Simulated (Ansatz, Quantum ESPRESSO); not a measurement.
## LiH (Fm-3m): a worked LO-TO splitting

How high does the longitudinal optical mode of LiH (Fm-3m) lie, given the transverse one, the Born charge and ε∞?

Program: Quantum ESPRESSO 8.0 development, patched. Level of theory: DFT LDA, scalar-relativistic, plane waves, PseudoDojo norm-conserving pseudopotentials. Results are calculated unless marked as measured.

The database entry behind the starting cell differs from later determinations by our own check (the deuteride, about 0.2 % short), so it need not match the best structure at ambient conditions.

## (1) Set-up

It takes space group Fm-3m (No. 225, cubic). Conventional cell: a = 3.909 Å, b = 3.909 Å, c = 3.909 Å, α = 90.00°, β = 90.00°, γ = 90.00°. Li has 6 H at 1.95 Å nearest. Nearest to H lie 6 Li at 1.95 Å. Farther neighbours are not listed.

Structure file:

```
CELL_PARAMETERS angstrom
-1.95465 0.00000 1.95465
0.00000 1.95465 1.95465
-1.95465 1.95465 0.00000
ATOMIC_POSITIONS crystal
Li 0.00000 0.00000 0.00000
H 0.50000 0.50000 0.50000
```

This is the cell after its relaxation at this level of theory, not the database cell from which that began.

## (2) What the response run gave

A linear-response run on the relaxed cell, with the response to an electric field; only its zone-centre results are used. Cutoff 74 Ry, k mesh 12×12×12.

Log:

```text
[banners, grids, parts of the stress and lines that vanish by symmetry left out]
Program PHONON v.8.0dev
     Dynamical matrices for q-points given in input
     (   1q-points):
[...]
Exchange-correlation= PW
                           (   1   4   0   0   0   0   0)
[...]
kinetic-energy cut-off    =      74.0000  Ry
     charge density cut-off    =     296.0000  Ry
     convergence threshold     =      1.0E-18
[...]
Exchange-correlation= PW
                           (   1   4   0   0   0   0   0)
[...]
q = (   0.0000000   0.0000000   0.0000000 )
     49 Sym.Ops. (with q -> -q+G )
     G cutoff =  409.1916  (   8657 G-vectors)     FFT grid: ( 30, 30, 30)
     number of k points=    72
[...]
Mode symmetry, O_h (m-3m)  point group:
[...]
Dielectric constant
[...]
End of electric fields calculation
          Dielectric constant in cartesian axis
          (       5.009673023      -0.000000000       0.000000000 )
          (      -0.000000000       5.009673023      -0.000000000 )
          (       0.000000000      -0.000000000       5.009673023 )
          Effective charges (d Force / dE) in cartesian axis without acoustic sum rule applied (asr)
           atom    1  Li    Mean Z*:        1.02671
      Ex  (        1.02671       -0.00000        0.00000 )
      Ey  (        0.00000        1.02671       -0.00000 )
      Ez  (        0.00000       -0.00000        1.02671 )
           atom    2  H     Mean Z*:       -1.02746
      Ex  (       -1.02746       -0.00000       -0.00000 )
      Ey  (       -0.00000       -1.02746        0.00000 )
      Ez  (       -0.00000        0.00000       -1.02746 )
          Effective charges Sum: Mean:       -0.00075
[...]
Effective charges (d Force / dE) in cartesian axis with asr applied:
           atom    1  Li    Mean Z*:        1.02709
[...]
atom    2  H     Mean Z*:       -1.02709
[...]
Dielectric constant from finite-differences
          (       5.009581794       0.000000000       0.000000000 )
          (       0.000000000       5.009581794      -0.000000000 )
          (       0.000000000      -0.000000000       5.009581794 )
[...]
(      -0.000000000       0.000000000      -0.000000000 )
          (       0.000000000      -0.000000000      -0.000000000 )
          (      -0.000000000       0.000000000      -0.000000000 )
          (      -0.000000000      -0.000000000      -0.000000000 )
          (      -0.000000000      -0.000000000      -0.000000000 )
          (      -0.000000000       0.000000000      -0.000000000 )
          (       0.000000000       0.000000000      -0.000000000 )
          (       0.000000000      -0.000000000      -0.000000000 )
[...]
(       0.000000000      -0.000000000      -0.000000000 )
          (      -0.000000000      -0.000000000      -0.000000000 )
          (       0.000000000       0.000000000      -0.000000000 )
          (       0.000000000       0.000000000      -0.000000000 )
          (       0.000000000      -0.000000000       0.000000000 )
[...]
Representation #   1 modes #   1   2   3
[...]
End of self-consistent calculation
     Convergence has been achieved
     Representation #   2 modes #   4   5   6
[...]
End of self-consistent calculation
     Convergence has been achieved
[...]
Dielectric constant in cartesian axis
          (       5.009673023      -0.000000000       0.000000000 )
          (      -0.000000000       5.009673023      -0.000000000 )
          (       0.000000000      -0.000000000       5.009673023 )
          Effective charges (d Force / dE) in cartesian axis without acoustic sum rule applied (asr)
           atom    1  Li    Mean Z*:        1.02671
      Ex  (        1.02671       -0.00000        0.00000 )
      Ey  (        0.00000        1.02671       -0.00000 )
      Ez  (        0.00000       -0.00000        1.02671 )
           atom    2  H     Mean Z*:       -1.02746
      Ex  (       -1.02746       -0.00000       -0.00000 )
      Ey  (       -0.00000       -1.02746        0.00000 )
      Ez  (       -0.00000        0.00000       -1.02746 )
          Effective charges Sum: Mean:       -0.00075
[...]
Effective charges (d Force / dE) in cartesian axis with asr applied:
           atom    1  Li    Mean Z*:        1.02709
[...]
atom    2  H     Mean Z*:       -1.02709
[...]
q = (    0.000000000   0.000000000   0.000000000 )
[...]
freq (    1) =       0.050238 [THz] =       1.675749 [cm-1]
     freq (    2) =       0.050238 [THz] =       1.675749 [cm-1]
     freq (    3) =       0.050238 [THz] =       1.675749 [cm-1]
     freq (    4) =      19.411723 [THz] =     647.505395 [cm-1]
     freq (    5) =      19.411723 [THz] =     647.505395 [cm-1]
     freq (    6) =      19.411723 [THz] =     647.505395 [cm-1]
[...]
Mode symmetry, O_h (m-3m)  point group:
     freq (   1-   3) =          1.7  [cm-1]   --> T_1u G_15  G_4- I
     freq (   4-   6) =        647.5  [cm-1]   --> T_1u G_15  G_4- I

   JOB DONE.
```

| quantity | value |
| --- | --- |
| cell volume Ω (Å³) | 14.936 |
| mass of Li (u) | 6.940 |
| mass of H (u) | 1.008 |
| Born charge of Li, raw (e) | 1.027 |
| Born charge of H, raw (e) | -1.028 |
| ε∞ | 5.010 |
| ω(TO) after the sum rule (cm⁻¹) | 647.5 |

## (3) The calculation

The charges must sum to zero over the cell; taking off their mean, 0.000 e, leaves Z* = 1.027 e on Li. In the polar mode Li moves against H, so the reduced mass is μ = 6.94 × 1.01 / 7.95 = 0.880 u.

A longitudinal wave builds up a field that adds to the restoring force: ω(LO)² = ω(TO)² + 4π Z*² / (μ Ω ε∞), in Hartree atomic units. With μ = 1604 electron masses and Ω = 100.79 bohr³ the second term is 1.6363e-05 Ha², or 788203 cm⁻² (1 Ha = 219474.6 cm⁻¹).

So ω(LO) = √(419269 + 788203) = 1098.9 cm⁻¹, and by the Lyddane-Sachs-Teller relation ε₀ = ε∞ (ω(LO)/ω(TO))² = 14.43.

## (4) Check against the program

The analysis program adds the same non-analytic term to the full matrix, here for q along (1 0 0).

Log:

```text
[banner, memory and clock lines left out]
Program DYNMAT v.8.0dev

     Reading Dynamical Matrix from file g.dyn
     ...Force constants read
     ...epsilon and Z* read
     ...Raman cross sections read

     Polarizability (A^3 units)
     multiply by 0.427980 for Clausius-Mossotti correction (not under assume_isolated = 'mt')
         4.765788   -0.000000    0.000000
        -0.000000    4.765788   -0.000000
         0.000000   -0.000000    4.765788

     IR activities are in (D/A)^2/amu units

# mode   [cm-1]    [THz]      IR
    1     -0.00   -0.0000    0.0000
    2     -0.00   -0.0000    0.0000
    3      0.00    0.0000    0.0000
    4    647.51   19.4117   27.6516
    5    647.51   19.4117   27.6516
    6   1098.84   32.9424   27.6516
```

ε₀ comes from the program's run without a direction of q.

| quantity | by hand | program |
| --- | --- | --- |
| ω(LO) (cm⁻¹) | 1098.9 | 1098.8 |
| ε₀ | 14.43 | 14.43 |

## (5) Outcome

| Property | Result |
| --- | --- |
| TO mode | 647.5 cm⁻¹ |
| LO mode | 1099 cm⁻¹ |
| static dielectric constant | 14.43 |

What this shows: The LO mode of LiH (Fm-3m) lies at 1099 cm⁻¹, 451 cm⁻¹ above the TO mode; the formula meets the program within 0.1 cm⁻¹, as it must for a cubic crystal with one polar mode. ω(LO)² − ω(TO)² goes with Z*²/ε∞: an error of 5 % in ε∞ would move the LO mode by 17.2 cm⁻¹, and semilocal functionals tend to overestimate ε∞. These are harmonic values at zero temperature, at the volume of this functional, for the structure held cubic; stability elsewhere in the zone is no part of this calculation.

[Host names and launcher messages were left out of these logs when they were recorded.]

[Logs are printed without paths, hosts, clocks, repeated set-up lines and the standing remarks that a program may print on its own settings, such as how far it seeks lower states.]

[Hosts, paths, dates, database ids (printed as entryN), source tags and the programs' standing remarks are cut or masked in the printed files.]
